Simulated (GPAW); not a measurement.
# Li/Au(100) in an electric field, part 2 of 3

Wanted: the out-of-plane polarisability of Li/Au(100).

GPAW 26.7.0; GPAW, PAW setups; slab in vacuum, relaxation (the session's first sound run).

So far, dipole along the normal (e·Å): step 2 (relaxation) 0.109.

## 4. In a field

A uniform field along the normal polarises the slab; the atoms stay fixed, so this is the electronic response alone.

Contents of run.py:

```python
import json
import numpy as np
from ase import Atoms
from gpaw import GPAW, PW
from gpaw.external import ConstantElectricField

slab = Atoms(
    ['Au', 'Au', 'Au', 'Au', 'Li'],
    positions=[
        [1.44250, 1.44250, 7.00000],
        [0.00000, 0.00000, 9.04000],
        [1.44250, 1.44250, 11.20712],
        [-0.00000, -0.00000, 13.45525],
        [1.44250, 1.44250, 15.09458]],
    cell=[[2.885, 0.0, 0.0], [0.0, 2.885, 0.0], [0.0, 0.0, 21.9968]],
    pbc=[True, True, False])

slab.calc = GPAW(mode=PW(400), xc='PBE', kpts={'size': (11, 11, 1), 'gamma': True},
                 occupations={'name': 'fermi-dirac', 'width': 0.1}, nbands='300%',
                 convergence={'density': 1e-05}, maxiter=200,
                 poissonsolver={'dipolelayer': 'xy'},
                 external=ConstantElectricField(-0.2, [0, 0, 1]),
                 symmetry={'tolerance': 1e-3}, txt='slab.txt')
result = {}
energy = slab.get_potential_energy()
fermi = slab.calc.get_fermi_level()
v = slab.calc.get_electrostatic_potential().mean((0, 1)) - fermi
n = slab.calc.get_pseudo_density().mean((0, 1))
L = slab.cell[2, 2]
z = np.arange(len(v)) * L / len(v)
low, high = slab.positions[:, 2].min(), slab.positions[:, 2].max()
below, above = np.interp([low - 4.8, high + 4.8], z, v)
slopes = [np.interp(x, z, np.gradient(v, z)) for x in (low - 4.8, high + 4.8)]
eps = np.array([[slab.calc.get_eigenvalues(k, s) for k in range(len(slab.calc.get_ibz_k_points()))]
                for s in range(slab.calc.get_number_of_spins())]) - fermi
top, bottom = eps[eps < 0].max(), eps[eps > 0].min()
dipole = slab.get_dipole_moment()[2]
print(f'energy {energy:.4f} eV, Fermi level {fermi:.4f} eV, dipole {dipole:.5f} e A')
print(f'potential 4.8 A off the faces, from the Fermi level: lower {below:.4f} eV, upper {above:.4f} eV')
print(f'slope of the potential there: lower {slopes[0]:.5f}, upper {slopes[1]:.5f} eV/A')
print(f'nearest levels on the mesh: {top:.4f} and {bottom:.4f} eV')
print('magnetic moment', round(slab.get_magnetic_moment(), 3))
result.update(energy=energy, fermi=fermi, dipole=dipole, below=below, above=above, slopes=slopes, edges=[top, bottom],
              z=z.tolist(), v=v.tolist(), n=n.tolist(), positions=slab.positions.tolist(),
              forces=slab.get_forces(apply_constraint=False).tolist(), moments=slab.get_magnetic_moments().tolist())
json.dump(result, open('result.json', 'w'))
```

Run with:

```
$ OMP_NUM_THREADS=1 OPENBLAS_NUM_THREADS=1 python run.py
```

Output:

```text
energy -14.4021 eV, Fermi level 1.6097 eV, dipole -0.00082 e A
potential 4.8 A off the faces, from the Fermi level: lower 3.9801 eV, upper 3.9939 eV
slope of the potential there: lower -0.00028, upper 0.00800 eV/A
nearest levels on the mesh: -0.0136 and 0.1057 eV
magnetic moment 0.0
```

It took 4.9 min on 1 thread of Intel Xeon Platinum 8488C (Sapphire Rapids), shared host; peak memory 0.44 GiB.

Numbers from this step:

```
dipole along the normal                                         : -8.16e-4 e·Å
levels nearest the Fermi level on the mesh                      : -0.01357, 0.1057 eV from the Fermi level
potential below the slab, the applied field's own ramp left out : 3.980 eV from the Fermi level
potential above the slab, the applied field's own ramp left out : 3.994 eV from the Fermi level
```

Table of electrostatic potential energy of an electron (without an applied field's), less the Fermi level, planar mean by z:

```
z (Å)  electrostatic potential energy of an electron (without an applied field's), less the Fermi level, planar mean (eV)
  0.0                                                                                                                3.99
  0.5                                                                                                                3.98
  1.0                                                                                                                3.98
  1.5                                                                                                                3.98
  2.0                                                                                                                3.98
  2.5                                                                                                                3.98
  3.0                                                                                                                3.98
  3.5                                                                                                                3.98
  4.0                                                                                                                3.97
  4.5                                                                                                                3.94
  5.0                                                                                                                3.79
  5.5                                                                                                                3.18
  6.0                                                                                                               0.514
  6.5                                                                                                               -9.44
  7.0                                                                                                               -20.1
  7.5                                                                                                               -9.77
  8.0                                                                                                               -2.02
  8.5                                                                                                               -8.75
  9.0                                                                                                               -20.0
  9.5                                                                                                               -10.6
 10.0                                                                                                               -1.01
 10.5                                                                                                               -4.15
 11.0                                                                                                               -17.3
 11.5                                                                                                               -15.0
 12.0                                                                                                               -2.27
 12.5                                                                                                              -0.354
 13.0                                                                                                               -10.2
 13.5                                                                                                               -19.4
 14.0                                                                                                               -7.88
 14.5                                                                                                              -0.778
 15.0                                                                                                               -2.02
 15.5                                                                                                              -0.687
 16.0                                                                                                                1.64
 16.5                                                                                                                2.87
 17.0                                                                                                                3.47
 17.5                                                                                                                3.76
 18.0                                                                                                                3.89
 18.5                                                                                                                3.95
 19.0                                                                                                                3.98
 19.5                                                                                                                3.99
 20.0                                                                                                                3.99
 20.5                                                                                                                4.00
 21.0                                                                                                                4.00
 21.5                                                                                                                4.00
```

Force by atom:

```
atom  x (eV/Å)  y (eV/Å)  z (eV/Å)   size
 Au1     0.000     0.000    -0.409  0.409
 Au2     0.000     0.000     0.415  0.415
 Au3     0.000     0.000    -0.014  0.014
 Au4     0.000     0.000     0.007  0.007
 Li5     0.000     0.000    -0.003  0.003
```

The dipole is now -8.2e-4 e Å, against 0.11 in the run without a field.

## 5. In a field

Changes to run.py since step 4:

```diff
@@ -21,3 +21,3 @@
                  poissonsolver={'dipolelayer': 'xy'},
-                 external=ConstantElectricField(-0.2, [0, 0, 1]),
+                 external=ConstantElectricField(-0.1, [0, 0, 1]),
                  symmetry={'tolerance': 1e-3}, txt='slab.txt')
```

Output:

```text
energy -14.4051 eV, Fermi level 1.6397 eV, dipole 0.05472 e A
potential 4.8 A off the faces, from the Fermi level: lower 4.5204 eV, upper 3.3281 eV
slope of the potential there: lower -0.00031, upper 0.00583 eV/A
nearest levels on the mesh: -0.0132 and 0.1075 eV
magnetic moment 0.0
```

The job ended after 4.3 min (1 thread; peak memory 0.45 GiB).

Numbers from this step:

```yaml
dipole_along_the_normal: 0.05472 e·Å
levels_nearest_the_fermi_level_on_the_mesh: -0.01317, 0.1075 eV from the Fermi level
potential_below_the_slab_the_applied_field_s_own_ramp_left_out: 4.520 eV from the Fermi level
potential_above_the_slab_the_applied_field_s_own_ramp_left_out: 3.328 eV from the Fermi level
```

The electrostatic potential energy of an electron (without an applied field's), less the Fermi level, planar mean oscillates, so the rows of the table below give means over windows of 2.2 Å about each position, cut where the curve ends. Its maxima inside the range that stand out by 2 % of the span (Å: eV): 1.4: 4.52, 8.1: -1.72, 10.2: -0.464, 12.4: 0.189, 14.6: -1.01. Its minima: 7.0: -19.8, 9.0: -19.9, 11.2: -19.7, 13.4: -19.6, 15.1: -2.59.

The electrostatic potential energy of an electron (without an applied field's), less the Fermi level, planar mean by z; means over each step:

z (Å), electrostatic potential energy of an electron (without an applied field's), less the Fermi level, planar mean (eV) and a bar from the least value:
```
     1.10        4.5 ##############################
     3.30        4.5 ##############################
     5.50        1.6 ########################
     7.70      -10.3 
     9.90       -9.2 ##
    12.10       -8.4 ####
    14.30       -7.5 ######
    16.50        1.8 ########################
    18.70        3.3 ############################
    20.90        3.4 ############################
```

Force by atom:

```
atom  x (eV/Å)  y (eV/Å)  z (eV/Å)   size
 Au1     0.000     0.000    -0.409  0.409
 Au2     0.000     0.000     0.417  0.417
 Au3     0.000     0.000    -0.014  0.014
 Au4     0.000     0.000     0.014  0.014
 Li5     0.000     0.000    -0.010  0.010
```

The dipole is now 0.0547 e Å, against 0.11 in the run without a field.

## 6. Field on

Changes to run.py since step 5:

```diff
@@ -21,3 +21,3 @@
                  poissonsolver={'dipolelayer': 'xy'},
-                 external=ConstantElectricField(-0.1, [0, 0, 1]),
+                 external=ConstantElectricField(-0.05, [0, 0, 1]),
                  symmetry={'tolerance': 1e-3}, txt='slab.txt')
```

Output:

```text
energy -14.4087 eV, Fermi level 1.6537 eV, dipole 0.08229 e A
potential 4.8 A off the faces, from the Fermi level: lower 4.7910 eV, upper 2.9997 eV
slope of the potential there: lower -0.00028, upper 0.00490 eV/A
nearest levels on the mesh: -0.0049 and 0.1086 eV
magnetic moment 0.0
```

It took 4.7 min on 1 thread; peak memory 0.45 GiB.

The electrostatic potential energy of an electron (without an applied field's), less the Fermi level, planar mean oscillates, so the rows of the table below give means over windows of 2.2 Å about each position, cut where the curve ends. Its maxima inside the range that stand out by 2 % of the span (Å: eV): 1.8: 4.79, 8.1: -1.57, 10.2: -0.422, 12.4: 0.121, 14.6: -1.19. Its minima: 7.0: -19.6, 9.0: -19.8, 11.2: -19.7, 13.4: -19.8, 15.1: -2.80.

Electrostatic potential energy of an electron (without an applied field's), less the Fermi level, planar mean against z; means over each step:

z (Å), electrostatic potential energy of an electron (without an applied field's), less the Fermi level, planar mean (eV) and a bar from the least value:
```
     1.10        4.7 ##############################
     3.30        4.8 ##############################
     5.50        1.8 ########################
     7.70      -10.1 
     9.90       -9.2 ##
    12.10       -8.4 ###
    14.30       -7.7 #####
    16.50        1.5 #######################
    18.70        3.0 ##########################
    20.90        3.0 ##########################
```

## 7. In a field

Changes to run.py since step 6:

```diff
@@ -21,3 +21,3 @@
                  poissonsolver={'dipolelayer': 'xy'},
-                 external=ConstantElectricField(-0.05, [0, 0, 1]),
+                 external=ConstantElectricField(0.05, [0, 0, 1]),
                  symmetry={'tolerance': 1e-3}, txt='slab.txt')
```

Output:

```text
energy -14.4199 eV, Fermi level 1.6791 eV, dipole 0.13709 e A
potential 4.8 A off the faces, from the Fermi level: lower 5.3343 eV, upper 2.3524 eV
slope of the potential there: lower -0.00027, upper 0.00360 eV/A
nearest levels on the mesh: -0.0206 and 0.0109 eV
magnetic moment 0.0
```

It took 4.4 min on 1 thread; peak memory 0.45 GiB.

The electrostatic potential energy of an electron (without an applied field's), less the Fermi level, planar mean oscillates, so the rows of the table below give means over windows of 2.2 Å about each position, cut where the curve ends. Its maxima inside the range that stand out by 2 % of the span (Å: eV): 1.8: 5.33, 8.0: -1.28, 10.2: -0.338, 12.4: -0.0144, 14.6: -1.54. Its minima: 7.0: -19.2, 9.0: -19.6, 11.2: -19.7, 13.4: -20.0, 15.1: -3.21.

The electrostatic potential energy of an electron (without an applied field's), less the Fermi level, planar mean by z; means over each step:

```
z (Å)  electrostatic potential energy of an electron (without an applied field's), less the Fermi level, planar mean (eV)
 1.10                                                                                                                5.21
 3.30                                                                                                                5.33
 5.50                                                                                                                2.32
 7.70                                                                                                               -9.79
 9.90                                                                                                               -9.08
12.10                                                                                                               -8.52
14.30                                                                                                               -7.99
16.50                                                                                                               0.947
18.70                                                                                                                2.32
20.90                                                                                                                2.42
```

## 8. Field on

Changes to run.py since step 7:

```diff
@@ -21,3 +21,3 @@
                  poissonsolver={'dipolelayer': 'xy'},
-                 external=ConstantElectricField(0.05, [0, 0, 1]),
+                 external=ConstantElectricField(0.1, [0, 0, 1]),
                  symmetry={'tolerance': 1e-3}, txt='slab.txt')
```

Output:

```text
energy -14.4276 eV, Fermi level 1.6907 eV, dipole 0.16431 e A
potential 4.8 A off the faces, from the Fermi level: lower 5.6065 eV, upper 2.0329 eV
slope of the potential there: lower -0.00030, upper 0.00307 eV/A
nearest levels on the mesh: -0.0219 and 0.0184 eV
magnetic moment 0.0
```

Run time: 4.1 min. Hardware: 1 thread; peak memory 0.45 GiB.

The electrostatic potential energy of an electron (without an applied field's), less the Fermi level, planar mean oscillates, so the rows of the table below give means over windows of 2.2 Å about each position, cut where the curve ends. Its maxima inside the range that stand out by 2 % of the span (Å: eV): 1.8: 5.61, 8.0: -1.13, 10.2: -0.297, 12.4: -0.0822, 14.6: -1.72. Its minima: 7.0: -19.0, 9.0: -19.5, 11.2: -19.8, 13.4: -20.1, 15.1: -3.41.

Table of electrostatic potential energy of an electron (without an applied field's), less the Fermi level, planar mean by z; means over each step:

z (Å), electrostatic potential energy of an electron (without an applied field's), less the Fermi level, planar mean (eV) and a bar from the least value:
```
     1.10        5.5 ##############################
     3.30        5.6 ##############################
     5.50        2.6 ########################
     7.70       -9.6 
     9.90       -9.0 #
    12.10       -8.6 ##
    14.30       -8.2 ###
    16.50        0.7 ####################
    18.70        2.0 #######################
    20.90        2.1 #######################
```

The dipole is now 0.164 e Å, against 0.11 in the run without a field.

## 9. Field on

Changes to run.py since step 8:

```diff
@@ -21,3 +21,3 @@
                  poissonsolver={'dipolelayer': 'xy'},
-                 external=ConstantElectricField(0.1, [0, 0, 1]),
+                 external=ConstantElectricField(0.2, [0, 0, 1]),
                  symmetry={'tolerance': 1e-3}, txt='slab.txt')
```

Output:

```text
energy -14.4470 eV, Fermi level 1.7119 eV, dipole 0.21849 e A
potential 4.8 A off the faces, from the Fermi level: lower 6.1528 eV, upper 1.4018 eV
slope of the potential there: lower -0.00037, upper 0.00229 eV/A
nearest levels on the mesh: -0.0244 and 0.0327 eV
magnetic moment 0.0
```

It took 4.1 min on 1 thread; peak memory 0.45 GiB.

The electrostatic potential energy of an electron (without an applied field's), less the Fermi level, planar mean oscillates, so the rows of the table below give means over windows of 2.2 Å about each position, cut where the curve ends. Its maxima inside the range that stand out by 2 % of the span (Å: eV): 1.8: 6.15, 8.0: -0.826, 10.2: -0.213, 12.4: -0.218, 14.6: -2.07. Its minima: 7.0: -18.6, 9.0: -19.3, 11.2: -19.8, 13.4: -20.4, 15.1: -3.83.

The electrostatic potential energy of an electron (without an applied field's), less the Fermi level, planar mean by z; means over each step:

```
z (Å)  electrostatic potential energy of an electron (without an applied field's), less the Fermi level, planar mean (eV)
 1.10                                                                                                                5.95
 3.30                                                                                                                6.14
 5.50                                                                                                                3.08
 7.70                                                                                                               -9.30
 9.90                                                                                                               -8.91
12.10                                                                                                               -8.69
14.30                                                                                                               -8.48
16.50                                                                                                               0.117
18.70                                                                                                                1.38
20.90                                                                                                                1.51
```

The dipole is now 0.218 e Å, against 0.11 in the run without a field.

(Part 2 of 3 ends here.)

[Logs are printed without paths, hosts, clocks, repeated set-up lines and the standing remarks that a program may print on its own settings, such as how far it seeks lower states.]

[Hosts, paths, dates, database ids (printed as entryN), source tags and the programs' standing remarks are cut or masked in the printed files.]
